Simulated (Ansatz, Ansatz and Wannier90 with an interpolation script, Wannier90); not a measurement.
Rows from a G0W0 calculation on K2LiAlF6 (Fm-3m) (Ansatz 0.2.0; G0W0 on LDA, plane waves, PAW; 4×4×4 mesh, 453 empty bands, screening to 140 eV), in eV. Spin-orbit coupling is left out.

| row | Σx | Σc | Vxc | Z |
| --- | --- | --- | --- | --- |
| A | -31.75 | 5.28 | -24.13 | 0.81 |
| B | -31.39 | 5.15 | -23.87 | 0.81 |
| C | -31.29 | 5.48 | -23.36 | 0.81 |
| D | -5.09 | -3.63 | -11.15 | 0.89 |
| E | -32.22 | 5.46 | -24.43 | 0.81 |
| F | -7.57 | -3.42 | -12.93 | 0.89 |

**Question.** Which rows are filled states and which are empty ones, and how can one tell?

Filled: A, B, C and E. Empty: D and F. The sign of Σc tells: for a filled state bare exchange, which holds its interaction with itself, lies below Vxc (Σx − Vxc is -7.5 eV or lower here) and screening gives part back as a positive Σc. For an empty state Σx lies above Vxc (+5.4 eV or more) and the Coulomb hole leaves Σc negative.

[Runs of the session that timed out or met a known fault of the program may be left out.]

[Hosts, paths, dates, database ids (printed as entryN), source tags and the programs' standing remarks are cut or masked in the printed files.]
